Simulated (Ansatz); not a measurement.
# LaB3: relaxing a made-up structure

This structure for LaB3 is made up. Its elements were placed in a known structure type with a cell scaled to their sizes. What cell does the guess relax to, and how far off was it?

Method: DFT, PBE, plane-wave PAW, files of the set soft_1, scalar-relativistic, no spin, cell and ions relaxed at zero pressure; PAW set soft_1, in Ansatz 0.2.0.

## 1. The starting structure

The structure is cubic, space group Pm-3m (No. 221). The conventional cell has a = 3.728 Å, b = 3.728 Å, c = 3.728 Å, α = 90.00°, β = 90.00°, γ = 90.00°. La has 12 B at 2.64 Å nearest. B has 4 La at 2.64 Å and 8 B at 2.64 Å nearest. Farther neighbours are not listed.

## 2. Relaxation of the guess

The guess takes its coordinates from another compound and its volume from a rule, so the cell and any free coordinates are relaxed together.

Input file input.yaml:

```yaml
crystal:
  lattice:
    - [3.728, 0.0, 0.0]
    - [0.0, 3.728, 0.0]
    - [0.0, 0.0, 3.728]
  atoms:
    - { symbol: La, position: [0.0, 0.0, 0.0] }
    - { symbol: B, position: [0.5, 0.0, 0.5] }
    - { symbol: B, position: [0.5, 0.5, 0.0] }
    - { symbol: B, position: [0.0, 0.5, 0.5] }
kpoints:
  mp_grid: { grid: [7, 7, 7] }
scf:
  occupations: { method: fermi_dirac, width: 0.05 }
hamiltonian:
  xc: pbe
  pseudopotentials: { kind: paw, azcp: { folder: soft_1 } }
relax:
  f_tol: 0.015
  max_steps: 70
  cell: {}
output:
  forces: true
  stress: true
```

The run is started by

```console
ansatz run input.yaml --threads 4 --pin off --max-ram 8192MiB --backend cpu --events-out ev --progress --plain --runs-dir out
```

Numbers of over 12 decimals in the logs are rounded to 6 here.

What it wrote:

```text
Engine: ansatz 0.2.0, aarch64-unknown-linux-gnu
Pseudopotentials: kind: paw
Pseudopotential: La, paw, valence charge 11, recommended cutoff 420 eV (normal), soft_1/La.paw.azcp
Pseudopotential: B, paw, valence charge 3, recommended cutoff 420 eV (normal), soft_1/B.paw.azcp
Functional definition: PBE
  parameter kappa = 0.804
  parameter beta = 0.066725
  exchange = pbe_x(kappa = kappa, mu = beta*pi^2/3)
  correlation = pbe_c(beta = beta)
Crystal: 4 atoms, lattice volume = 51.812 Å³
Basis set: ecut = 420 eV, 1021 PW (Γ), exchange–correlation on 50×50×50 points (8 copies of the dense FFT grid, shifted against one another)
Bands: 14, of which v1, the nominal top of the filled ones, is band 10 counted from 1 (9 counted from 0)
Symmetry: 48 space group operations
Space group: Pm-3m (ITA 221), of the structure as read, at distance tolerance 3.7e-5 Å
k-points: 20 of 343
Non-local potential: La, projectors of the file, l = 0: 3, l = 1: 2, l = 2: 2, l = 3: 3
Non-local potential: B, projectors of the file, l = 0: 2, l = 1: 2, l = 2: 1
PAW form: soft (Blöchl's): semilocal exchange-correlation on the pseudo side does not see the compensation charge
PAW one-centre angular grid: La, 590 points (default); XC on 64 Gauss nodes
PAW one-centre angular grid: B, 110 points (default); XC on 64 Gauss nodes
Initial density: superposition of atomic densities (chi_scale 0.1, normalization cell, long waves kept (reshape's long-wave potential 0.00 eV rms))
Initial wavefunctions: pseudopotential atomic-orbital guess
Functional: x = pbe(κ = 0.804, μ = 0.219515), c = pbe(β = 0.066725)
SCF iter   1: F=—  HF=-6712.535598 eV  |F-HF|=—  |Δ(HF+E_count)|=         —  Δρ=3.98e-2  dr2=1.68e0  ethr=3.10e-3  ⟨swp⟩=4.2  Hψ=1306  notcnv=0
preconditioner: auto → none  [metal: Δε(μ)=0.035 eV  Ē_g=9.241 eV  σ=0.050 eV  W_gap=0.17  n_scr=6 (ndim 8)  ℏωp=21.9 eV  f_vac=0.000  D(μ)=2.43/eV (n_scr^D=18)  sad-step TF]
SCF iter   2: F=—  HF=-6712.166270 eV  |F-HF|=—  |Δ(HF+E_count)|=   3.69e-1  Δρ=2.33e-2  dr2=5.77e-1  ethr=3.10e-3  ⟨swp⟩=3.3  Hψ=646  notcnv=0
SCF iter   3: F=—  HF=-6711.974955 eV  |F-HF|=—  |Δ(HF+E_count)|=   1.91e-1  Δρ=2.94e-3  dr2=7.90e-3  ethr=2.88e-3  ⟨swp⟩=2.6  Hψ=500  notcnv=0
SCF iter   4: F=—  HF=-6711.973008 eV  |F-HF|=—  |Δ(HF+E_count)|=   1.95e-3  Δρ=9.92e-4  dr2=5.65e-4  ethr=3.95e-5  ⟨swp⟩=2.8  Hψ=687  notcnv=0
SCF iter   5: F=—  HF=-6711.972858 eV  |F-HF|=—  |Δ(HF+E_count)|=   1.49e-4  Δρ=2.87e-4  dr2=5.47e-5  ethr=2.83e-6  ⟨swp⟩=2.2  Hψ=480  notcnv=0
SCF iter   6: F=—  HF=-6711.972837 eV  |F-HF|=—  |Δ(HF+E_count)|=   2.11e-5  Δρ=3.40e-5  dr2=6.44e-7  ethr=2.73e-7  ⟨swp⟩=2.3  Hψ=455  notcnv=0
SCF iter   7: F=-6711.972837 eV  HF=-6711.972837 eV  |F-HF|=3.31e-10  |Δ(HF+E_count)|=   4.25e-8  Δρ=2.90e-6  dr2=2.54e-9  ethr=5.00e-10  ⟨swp⟩=4.7  Hψ=1005  notcnv=0
SCF 1 converged in 7 iterations: F = -6711.972837 eV  dr2 = 2.54e-9
  greatest PAW one-centre occupation: 0.970 electrons in one spin orbital (limit 2), on the La atom at site 0 (counted from 0), in its partial waves of l = 0
relax step   1: F+E_penalty+E_count = -6711.97283733 eV  Δ(F+E_penalty+E_count) = +0.000e0 eV  max|allowed force component| = 1.989e-30 eV/Å  Δτ_max = 0.0000 Å  P = +11.567 GPa  Ω = 51.812 Å³  (7 SCF iters, dr2 threshold 1.00e-7 eV, accepted)
Crystal: 4 atoms, lattice volume = 59.765 Å³
Basis set: ecut = 420 eV, 1189 PW (Γ), exchange–correlation on 50×50×50 points (8 copies of the dense FFT grid, shifted against one another)
Initial density: handed on by an earlier stage of this run
Initial wavefunctions: those handed on with the density
iter 1 solved again at ethr=1.62e-4 eV; its pass at ethr=3.10e-3 eV (dr2=3.24e-2 eV) is discarded
SCF iter   1: F=—  HF=-6712.203940 eV  |F-HF|=—  |Δ(HF+E_count)|=         —  Δρ=6.69e-3  dr2=3.30e-2  ethr=1.62e-4  ⟨swp⟩=1.1  Hψ=2784  notcnv=0
preconditioner: auto → Kerker (q_TF=auto, 2.273 Å⁻¹)  [metal: Δε(μ)=0.020 eV  Ē_g=8.924 eV  σ=0.050 eV  W_gap=0.10  n_scr=18 (ndim 8)  ℏωp=20.4 eV  f_vac=0.000  D(μ)=3.51/eV (n_scr^D=32)]
SCF iter   2: F=—  HF=-6712.196595 eV  |F-HF|=—  |Δ(HF+E_count)|=   7.35e-3  Δρ=4.25e-3  dr2=1.42e-2  ethr=1.62e-4  ⟨swp⟩=2.0  Hψ=321  notcnv=0
SCF iter   3: F=—  HF=-6712.191904 eV  |F-HF|=—  |Δ(HF+E_count)|=   4.69e-3  Δρ=6.28e-4  dr2=3.68e-4  ethr=7.10e-5  ⟨swp⟩=3.3  Hψ=559  notcnv=0
SCF iter   4: F=—  HF=-6712.192049 eV  |F-HF|=—  |Δ(HF+E_count)|=   1.45e-4  Δρ=1.69e-4  dr2=2.38e-5  ethr=1.84e-6  ⟨swp⟩=2.6  Hψ=461  notcnv=0
SCF iter   5: F=—  HF=-6712.192061 eV  |F-HF|=—  |Δ(HF+E_count)|=   1.21e-5  Δρ=4.31e-5  dr2=1.10e-6  ethr=1.19e-7  ⟨swp⟩=2.1  Hψ=434  notcnv=0
SCF iter   6: F=-6712.192062 eV  HF=-6712.192062 eV  |F-HF|=2.28e-8  |Δ(HF+E_count)|=   1.39e-6  Δρ=7.12e-6  dr2=2.50e-8  ethr=2.00e-9  ⟨swp⟩=5.0  Hψ=1130  notcnv=0
SCF 2 converged in 6 iterations: F = -6712.192062 eV  dr2 = 2.50e-8
  greatest PAW one-centre occupation: 0.971 electrons in one spin orbital (limit 2), on the La atom at site 0 (counted from 0), in its partial waves of l = 0
relax step   2: F+E_penalty+E_count = -6712.19206222 eV  Δ(F+E_penalty+E_count) = -2.192e-1 eV  max|allowed force component| = 1.381e-30 eV/Å  Δτ_max = 0.0000 Å  P = -1.327 GPa  Ω = 59.765 Å³  energy of the carried Pulay correction = -3.238e-3 eV  (6 SCF iters, dr2 threshold 4.00e-7 eV, accepted)
Crystal: 4 atoms, lattice volume = 58.835 Å³
iter 1 solved again at ethr=2.49e-6 eV; its pass at ethr=3.10e-3 eV (dr2=4.98e-4 eV) is discarded
SCF iter   1: F=—  HF=-6712.196683 eV  |F-HF|=—  |Δ(HF+E_count)|=         —  Δρ=6.89e-4  dr2=5.04e-4  ethr=2.49e-6  ⟨swp⟩=2.0  Hψ=2595  notcnv=0
preconditioner: auto → none  [metal: Δε(μ)=0.020 eV  Ē_g=8.938 eV  σ=0.050 eV  W_gap=0.10  n_scr=6 (ndim 8)  ℏωp=20.5 eV  f_vac=0.000  D(μ)=3.66/eV (n_scr^D=32)]
SCF iter   2: F=—  HF=-6712.196516 eV  |F-HF|=—  |Δ(HF+E_count)|=   1.68e-4  Δρ=3.11e-4  dr2=4.67e-5  ethr=2.49e-6  ⟨swp⟩=2.0  Hψ=402  notcnv=0
SCF iter   3: F=—  HF=-6712.196531 eV  |F-HF|=—  |Δ(HF+E_count)|=   1.55e-5  Δρ=8.60e-5  dr2=4.66e-6  ethr=2.33e-7  ⟨swp⟩=3.0  Hψ=502  notcnv=0
iter 4 did not close the SCF: its close was put off for the readings that it lacked (scf_convergence_deferred on its scf_iter line)
SCF iter   4: F=-6712.196529 eV  HF=-6712.196529 eV  |F-HF|=3.92e-8  |Δ(HF+E_count)|=   1.76e-6  Δρ=2.28e-5  dr2=1.91e-7  ethr=2.33e-8  ⟨swp⟩=2.0  Hψ=403  notcnv=0
iter 5 did not close the SCF: its close was put off for the readings that it lacked (scf_convergence_deferred on its scf_iter line)
SCF iter   5: F=-6712.196529 eV  HF=-6712.196529 eV  |F-HF|=2.72e-10  |Δ(HF+E_count)|=   2.41e-8  Δρ=1.15e-6  dr2=3.84e-10  ethr=9.56e-10  ⟨swp⟩=2.5  Hψ=444  notcnv=0
SCF iter   6: F=-6712.196529 eV  HF=-6712.196529 eV  |F-HF|=2.00e-11  |Δ(HF+E_count)|=  1.43e-10  Δρ=2.32e-7  dr2=2.12e-11  ethr=1.92e-12  ⟨swp⟩=1.4  Hψ=845  notcnv=0
SCF 3 converged in 6 iterations: F = -6712.196529 eV  dr2 = 2.12e-11
relax step   3: F+E_penalty+E_count = -6712.19652921 eV  Δ(F+E_penalty+E_count) = -4.467e-3 eV  max|allowed force component| = 7.067e-31 eV/Å  Δτ_max = 0.0000 Å  P = -0.092 GPa  Ω = 58.835 Å³  energy of the carried Pulay correction = -2.883e-3 eV  (6 SCF iters, dr2 threshold 4.00e-7 eV, accepted)
[...]
relax step   4: F+E_penalty+E_count = -6712.19657566 eV  Δ(F+E_penalty+E_count) = -4.644e-5 eV  max|allowed force component| = 1.545e-30 eV/Å  Δτ_max = 0.0000 Å  P = -0.002 GPa  Ω = 58.767 Å³  energy of the carried Pulay correction = -2.857e-3 eV  (6 SCF iters, dr2 threshold 2.14e-8 eV, accepted)
[...]
relax step   5: F+E_penalty+E_count = -6712.20131195 eV  Δ(F+E_penalty+E_count) = -4.736e-3 eV  max|allowed force component| = 1.249e-30 eV/Å  Δτ_max = 0.0000 Å  P = +0.102 GPa  Ω = 58.767 Å³  stress off target by 1.02e-1 GPa  SCF on the basis re-selected at this cell (its energy is not comparable with the rows above)  (6 SCF iters)
[...]
relax step   6: F+E_penalty+E_count = -6712.20130531 eV  Δ(F+E_penalty+E_count) = +6.641e-6 eV  max|allowed force component| = 2.856e-31 eV/Å  Δτ_max = 0.0000 Å  P = +0.001 GPa  Ω = 58.844 Å³  energy of the carried Pulay correction = -3.140e-5 eV  (6 SCF iters, dr2 threshold 2.59e-8 eV, accepted)
iter 1 solved again at ethr=9.78e-8 eV; its pass at ethr=3.10e-3 eV (dr2=1.96e-5 eV) is discarded
SCF iter   1: F=—  HF=-6712.201333 eV  |F-HF|=—  |Δ(HF+E_count)|=         —  Δρ=1.65e-6  dr2=4.10e-10  ethr=9.78e-8  ⟨swp⟩=3.0  Hψ=2177  notcnv=0
eigensolver tolerance schedule: the retry pair's looser diagonalisation over-reported the residual by 47775.94 of it (diagonalisation noise at an unbounded share of the residual, at the tolerance the schedule requests for it); recorded, not acted on — ethr = c·dr2/N_el stays at c = 1.0e-1
preconditioner: auto → none  [metal: Δε(μ)=0.020 eV  Ē_g=8.935 eV  σ=0.050 eV  W_gap=0.10  n_scr=6 (ndim 8)  ℏωp=20.5 eV  f_vac=0.000  D(μ)=3.69/eV (n_scr^D=32)]
SCF iter   2: F=—  HF=-6712.201332 eV  |F-HF|=—  |Δ(HF+E_count)|=   1.57e-6  Δρ=8.71e-7  dr2=1.17e-10  ethr=2.05e-12  ⟨swp⟩=3.2  Hψ=690  notcnv=0
iter 3 did not close the SCF: its close was put off for the readings that it lacked (scf_convergence_deferred on its scf_iter line)
SCF iter   3: F=-6712.201332 eV  HF=-6712.201332 eV  |F-HF|=1.52e-10  |Δ(HF+E_count)|=  1.99e-10  Δρ=5.49e-7  dr2=3.22e-11  ethr=1.00e-12  ⟨swp⟩=1.0  Hψ=280  notcnv=0
iter 4 did not close the SCF: its close was put off for the readings that it lacked (scf_convergence_deferred on its scf_iter line)
SCF iter   4: F=-6712.201332 eV  HF=-6712.201332 eV  |F-HF|=1.82e-12  |Δ(HF+E_count)|=  1.58e-10  Δρ=6.44e-8  dr2=3.01e-12  ethr=1.00e-12  ⟨swp⟩=2.0  Hψ=439  notcnv=0
iter 5 did not close the SCF: its close was put off for the readings that it lacked (scf_convergence_deferred on its scf_iter line)
SCF iter   5: F=-6712.201332 eV  HF=-6712.201332 eV  |F-HF|=1.82e-12  |Δ(HF+E_count)|=  3.64e-12  Δρ=4.27e-8  dr2=9.76e-13  ethr=1.00e-12  ⟨swp⟩=1.0  Hψ=280  notcnv=0
iter 6 did not close the SCF: its close was put off for the readings that it lacked (scf_convergence_deferred on its scf_iter line)
SCF iter   6: F=-6712.201332 eV  HF=-6712.201332 eV  |F-HF|=1.82e-12  |Δ(HF+E_count)|=  3.64e-12  Δρ=1.73e-8  dr2=1.09e-13  ethr=1.00e-12  ⟨swp⟩=1.0  Hψ=280  notcnv=0
SCF iter   7: F=-6712.201332 eV  HF=-6712.201332 eV  |F-HF|=6.37e-12  |Δ(HF+E_count)|=  9.09e-13  Δρ=2.71e-9  dr2=3.23e-15  ethr=1.00e-12  ⟨swp⟩=2.0  Hψ=741  notcnv=0
SCF 7 converged in 7 iterations: F = -6712.201332 eV  dr2 = 3.23e-15
relax step   7: F+E_penalty+E_count = -6712.20133168 eV  Δ(F+E_penalty+E_count) = -2.637e-5 eV  max|allowed force component| = 5.567e-31 eV/Å  Δτ_max = 0.0000 Å  P = +0.002 GPa  Ω = 58.844 Å³  stress off target by 1.70e-3 GPa  SCF on the basis re-selected at this cell (its energy is not comparable with the rows above)  (7 SCF iters)
basis re-selected at this cell: Δ(F+E_penalty+E_count) = -2.637e-5 eV, ΔP = +0.000 GPa vs the last step (what re-selecting the basis moved, of the pressure what is left beyond the Pulay correction that the steps carried, after the strain that the cell walked since its last selection, with what the two solves' SCF thresholds leave and, on support functions, any second-order correction that the steps lacked; it is no m [...]
SCF converged after 7 iterations
Free energy (F): -6712.201332 eV
Harris-Foulkes:  -6712.201332 eV  (|F-HF|=6.37e-12)
Internal energy: -6712.172962 eV  (E = F + TS)
E sigma→0 (E₀):  -6712.187147 eV
Entropy (-TS):   -0.028370 eV (-7.093 meV/atom)
Fermi energy:    9.337285 eV
--- Per-component energies (eV) ---
  E_band       = 0.915681
  E_kinetic    = 306.640474
  E_local      = -316.225305  (includes V_loc(G=0)·N_el)
  E_nonlocal   = 119.331206
  E_hartree    = 110.790939
  E_xc         = -234.130133
  E_vxc        = -251.497485  (∫ρ·V_xc dr)
  E_paw        = -5649.553065  (= ΣΔE_a)
  E_vpaw       = -78.915091  (= ΣTr[D̂ρ^β])
  E_aug_tail   = 0.000006  (compensation charges beyond the density's cutoff)
  E_ewald      = -1049.027083
  E_smearing   = -0.028370  (= −TS)
  E_closure    = 0.000000  (closes the sum)
  Σ components = -6712.201332   (vs F -6712.201332, Δ=0.00e0)
--- Forces (eV/Å), atoms counted from 1 ---
  atom   1  La    -0.00000000     0.00000000    -0.00000000
  atom   2  B     -0.00000000     0.00000000     0.00000000
  atom   3  B      0.00000000     0.00000000     0.00000000
  atom   4  B      0.00000000    -0.00000000    -0.00000000
  max |Σ_I F_I| component: 6.66e-31 eV/Å
--- Stress (GPa, compression-positive) ---
        0.001698       0.000000       0.000000
        0.000000       0.001698      -0.000000
        0.000000      -0.000000       0.001698
  P = ⅓ Tr σ = 0.0017 GPa (0.017 kbar)
--- Relaxed structure (5 steps of the walk, 5 accepted, 2 SCFs on fresh bases) ---
  F+E_penalty+E_count = -6712.20133168 eV   max|allowed force component| = 5.567e-31 eV/Å   (the final SCF, on the basis selected at the relaxed cell)
  cell:  # Å, volume = 58.8438 Å³
    - [3.889557, 0, 0]
    - [0, 3.889557, 0]
    - [0, 0, 3.889557]
  atoms:
    - { symbol: La, position: [0, 0, 0] }
    - { symbol: B, position: [0.5, 0, 0.5] }
    - { symbol: B, position: [0.5, 0.5, 0] }
    - { symbol: B, position: [0, 0.5, 0.5] }
```

The job ended after 3.3 s (4 threads of Arm Neoverse V1, shared host; peak memory 0.34 GiB).

Step by step:

```
step  energy less that of the first step (eV)  largest force component (eV/Å)  pressure (GPa)  volume (Å³)
   1                                   0.0000                          0.0000           11.57        51.81
   2                                  -0.2192                          0.0000           -1.33        59.76
   3                                  -0.2237                          0.0000           -0.09        58.84
   4                                  -0.2237                          0.0000            0.00        58.77
  5*                                  -0.2285                          0.0000            0.10        58.77
   6                                  -0.2285                          0.0000            0.00        58.84
  7*                                  -0.2285                          0.0000            0.00        58.84
```

Relaxation steps marked * repeat the geometry before them on a plane-wave basis chosen anew for their cell, so energy and pressure can jump there.

The run keeps the 48 symmetry operations that it works with, so distortions that break them were not tested.

| conventional cell, symmetrised | before | after | change |
| --- | --- | --- | --- |
| a (Å) | 3.728 | 3.890 | +4.3 % |
| b (Å) | 3.728 | 3.890 | +4.3 % |
| c (Å) | 3.728 | 3.890 | +4.3 % |
| volume (Å³/atom) | 12.95 | 14.71 | +13.6 % |

The relaxed structure:

```cif
data_structure
_symmetry_space_group_name_H-M 'P 1'
_symmetry_Int_Tables_number 1
_cell_length_a 3.8896
_cell_length_b 3.8896
_cell_length_c 3.8896
_cell_angle_alpha 90.000
_cell_angle_beta 90.000
_cell_angle_gamma 90.000
_cell_volume 58.84
loop_
_atom_site_label
_atom_site_type_symbol
_atom_site_fract_x
_atom_site_fract_y
_atom_site_fract_z
_atom_site_occupancy
La1 La 0.00000 0.00000 0.00000 1
B2 B 0.50000 0.00000 0.50000 1
B3 B 0.50000 0.50000 0.00000 1
B4 B 0.00000 0.50000 0.50000 1
```

This step gave:

| Item | Value |
| --- | --- |
| free energy | -6712.2013 eV |
| energy at zero smearing | -6712.1871 eV |
| smearing term TS | 0.02837 eV |
| Fermi energy | 9.337 eV |
| electrons | 20 |
| symmetry operations | 48 |
| pressure | 0.001698 GPa |

The shortest distance of each pair, which need not be the same contact before and after:

| pair | guess (Å) | relaxed (Å) |
| --- | --- | --- |
| B–La | 2.636 | 2.750 |
| B–B | 2.636 | 2.750 |
| La–La | 3.728 | 3.890 |

The relaxation ends with a pressure of 0.00 GPa.

## 3. Summary of results

```
space group, relaxed : Pm-3m
conventional cell    : a = 3.890, b = 3.890, c = 3.890 Å; α = 90.0°, β = 90.0°, γ = 90.0°
volume per atom      : 14.71 Å³ (guess 12.95)
```

**Reading.** LaB3 relaxes to Pm-3m with a = 3.890, b = 3.890 and c = 3.890 Å. The guessed volume was 12 % too small. The space group Pm-3m was held in the relaxation, so the end point is a stationary structure within it and may be a saddle against distortions or other arrangements. Mesh and cutoff weren't tested. Spin-orbit coupling is left out, which can matter for elements this heavy. No dispersion term is used, so weakly bound directions may come out too long. Nothing here tests whether the compound is stable against decomposition.

[Logs are printed without paths, hosts, clocks, repeated set-up lines and the standing remarks that a program may print on its own settings, such as how far it seeks lower states.]

[Hosts, paths, dates, database ids (printed as entryN), source tags and the programs' standing remarks are cut or masked in the printed files.]
